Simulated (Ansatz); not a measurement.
# Cl on Pd(111): change of the work function, part 4 of 4

How does Cl on the fcc site change the work function of Pd(111) as the layer fills?

Ansatz 0.2.0; plane-wave DFT, PBE, Ansatz PAW.

So far, work function, upper face (eV): step 2 (the clean slab) 5.27; step 3 (37 atoms, coverage 0.111 ML, cell 3x3) 5.35; step 4 (17 atoms, coverage 0.25 ML, cell 2x2) 5.46; step 5 (18 atoms, coverage 0.5 ML, cell 2x2) 5.58.

## 6. The covered slab, k-mesh 12×12×1, coverage 1 ML

System of this step: Cl/Pd(111). The cell holds 5 atoms: 4 Pd and 1 Cl. Its edges and angles: a = 2.751 Å, b = 2.751 Å, c = 26.751 Å, α = 90.0°, β = 90.0°, γ = 60.0°. Vacuum lies along c.

Another coverage, to see how the dipoles act on each other as their distance changes.

Contents of input.yaml:

```yaml
crystal:
  lattice:
    - [2.7506453788, 0.0, 0.0]
    - [1.3753226894, 2.3821287749, 0.0]
    - [0.0, 0.0, 26.7514454461]
  atoms:
    - { symbol: Pd, position: [0.0, 0.0, 0.336430419] }
    - { symbol: Pd, position: [0.3333333333, 0.3333333333, 0.4203844824] }
    - { symbol: Pd, position: [0.6666666667, 0.6666666667, 0.506136568] }
    - { symbol: Pd, position: [0.0, 0.0, 0.59225287] }
    - { symbol: Cl, position: [0.3333333333, 0.3333333333, 0.663569581] }
kpoints:
  mp_grid: { grid: [12, 12, 1] }
hamiltonian:
  xc: pbe
scf:
  occupations: { method: fermi_dirac, width: 0.1 }
  convergence: { dr2_threshold: 1.0e-08 }
efield:
  axis: 3
  dipole_correction: true
  ramp_position: 0.97
  ramp_width: 0.06
relax:
  f_tol: 0.02
  max_steps: 60
  constraints: [{ sites: [0, 1] }]
output:
  write_potential: true
  write_density: true
  volumetric_format: npy
```

Launch:

```bash
> ansatz run input.yaml --threads 4 --pin off --max-ram 16384MiB --backend cpu --events-out ev --progress --plain --runs-dir out
```

Numbers of over 12 decimals in the logs are rounded to 6 here.

The log of the run:

```text
[...]
Crystal: 5 atoms, lattice volume = 175.286 Å³
Basis set: ecut = 420 eV, 3431 PW (Γ), exchange–correlation on 40×40×360 points (8 copies of the dense FFT grid, shifted against one another)
Bands: 48, of which v1, the nominal top of the filled ones, is band 40 counted from 1 (39 counted from 0)
Symmetry: 6 space group operations
[...]
--- Relaxed structure (5 steps of the walk, 5 accepted, 0 SCFs on fresh bases) ---
  F+E_penalty+E_count = -28969.64695817 eV   max|allowed force component| = 1.120e-3 eV/Å
  atoms:
[...]
- { symbol: Pd, position: [0.333333, 0.333333, 0.420384] }
    - { symbol: Pd, position: [0.666667, 0.666667, 0.506002] }
[...]
- { symbol: Cl, position: [0.333333, 0.333333, 0.674653] }
[key lines of the parts left out:]
SCF converged after 9 iterations
Free energy (F): -28969.646958 eV
Fermi energy:    4.251541 eV
Dipole field:    D = -0.021768 V/Å  (p = -0.021087 e·Å, saw-weighted, corrected)
Work function:   Φ+ = 5.8035 eV   Φ− = 5.2212 eV
```

Elapsed: 22 s, on 4 threads of Arm Neoverse V1, shared host; peak memory 0.52 GiB.

Relaxation path:

| step | energy less that of the first step (eV) | largest force component (eV/Å) |
| --- | --- | --- |
| 1 | 0.0000 | 1.0822 |
| 2 | -0.0693 | 0.6070 |
| 3 | -0.1208 | 0.1941 |
| 4 | -0.1264 | 0.0722 |
| 5 | -0.1268 | 0.0011 |

The run keeps the 6 symmetry operations that it works with, so distortions that break them were not tested.

The atoms that moved most (Å):

| atom | dx | dy | dz | length |
| --- | --- | --- | --- | --- |
| Cl5 | 0.000 | 0.000 | 0.297 | 0.297 |
| Pd4 | 0.000 | 0.000 | -0.010 | 0.010 |

The relaxed structure:

```
Pd Cl
1.0
     2.75065    0.00000    0.00000
     1.37532    2.38213    0.00000
     0.00000    0.00000   26.75145
Pd Cl
4 1
Cartesian
  0.0000 0.0000 9.0000
  1.3753 0.7940 11.2459
  2.7506 1.5881 13.5363
  0.0000 0.0000 15.8337
  1.3753 0.7940 18.0479
```

Running mean over 2.246 Å of the planar mean; the ramp of the sawtooth is left out. Electron's electrostatic potential energy less the Fermi level against z:

z (Å), electron's electrostatic potential energy less the Fermi level (eV) and a bar from the least value:
```
      3.5       5.22 #############################
      4.0       5.22 #############################
      4.5       5.22 #############################
      5.0       5.22 #############################
      5.5       5.21 #############################
      6.0       5.17 #############################
      6.5       5.01 ############################
      7.0       4.37 ###########################
      7.5       1.75 ######################
      8.0      -3.14 ###########
      8.5      -7.05 ###
      9.0      -8.27 #
      9.5      -8.45 
     10.0      -8.50 
     10.5      -8.53 
     11.0      -8.57 
     11.5      -8.52 
     12.0      -8.29 #
     12.5      -8.18 #
     13.0      -8.40 
     13.5      -8.55 
     14.0      -8.38 
     14.5      -8.09 #
     15.0      -8.16 #
     15.5      -8.52 
     16.0      -8.59 
     16.5      -8.12 #
     17.0      -7.05 ###
     17.5      -5.75 ######
     18.0      -4.75 ########
     18.5      -3.69 ##########
     19.0      -0.74 ################
     19.5       3.16 ########################
     20.0       5.27 #############################
     20.5       5.71 ##############################
     21.0       5.79 ##############################
     21.5       5.80 ##############################
     22.0       5.80 ##############################
     22.5       5.80 ##############################
     23.0       5.80 ##############################
     23.5       5.80 ##############################
```

The relaxation took 5 steps and lowered the energy by 0.13 eV; the largest force on the free atoms ends at 0.0011 eV/Å.

The covered face has 5.80 eV, +0.54 eV against the clean one; the bare back face has moved by -0.03 eV, a measure of how thin the slab is.

## 7. Work function against coverage

This step: plane-wave DFT, PBE, Ansatz PAW; work function against coverage (Ansatz 0.2.0).

The runs are now put side by side.

This step gave:

| Quantity | Value |
| --- | --- |
| work function of the clean face | 5.268 eV |
| largest change of the work function | 0.5354 eV |

Work function of the covered face against coverage:

| coverage (adsorbates/nm²) | work function of the covered face (eV) |
| --- | --- |
| 0.00 | 5.27 |
| 1.70 | 5.35 |
| 3.82 | 5.46 |
| 7.63 | 5.58 |
| 15.26 | 5.80 |

The dipole per adsorbate comes from the change of the cell's dipole. Coverage, by row:

| coverage (1/nm²) | coverage (ML) | work function (eV) | change (eV) | dipole per adsorbate, positive end outwards (debye) | mean height of the added atoms over the highest substrate atom (Å) |
| --- | --- | --- | --- | --- | --- |
| 1.696 | 0.1111 | 5.353 | 0.08482 | -0.141 | 1.826 |
| 3.815 | 0.25 | 5.461 | 0.1924 | -0.149 | 1.846 |
| 7.631 | 0.5 | 5.579 | 0.3105 | -0.115 | 1.928 |
| 15.26 | 1 | 5.804 | 0.5354 | -0.098 | 2.214 |

## 8. Summary of results

| Property | Result |
| --- | --- |
| work function of the clean face | 5.27 eV |
| work function at 0.11 ML | 5.35 eV |
| work function at 0.25 ML | 5.46 eV |
| work function at 0.5 ML | 5.58 eV |
| work function at 1 ML | 5.80 eV |
| dipole per adsorbate at 0.11 ML, positive end outwards | -0.14 D |

At the lowest coverage Cl changes the work function of Pd(111) by under 0.15 eV, within the error of so thin a slab; the largest change, +0.54 eV, comes at higher coverage. At the highest coverage the adsorbates are pressed to about 2.8 Å, closer than unbonded atoms of this kind usually come, so a real layer may not reach it. The slab has 4 layers, at the tabulated experimental lattice constant, one starting site was run, and quantum-size effects of a slab this thin can reach one or two tenths of an eV.

[Logs are printed without paths, hosts, clocks, repeated set-up lines and the standing remarks that a program may print on its own settings, such as how far it seeks lower states.]

[Hosts, paths, dates, database ids (printed as entryN), source tags and the programs' standing remarks are cut or masked in the printed files.]

[Maps of the electrostatic potential energy from Ansatz leave out the sawtooth potential of an applied field or a dipole correction, so their vacuum need not be flat; planar profiles and work functions include it.]
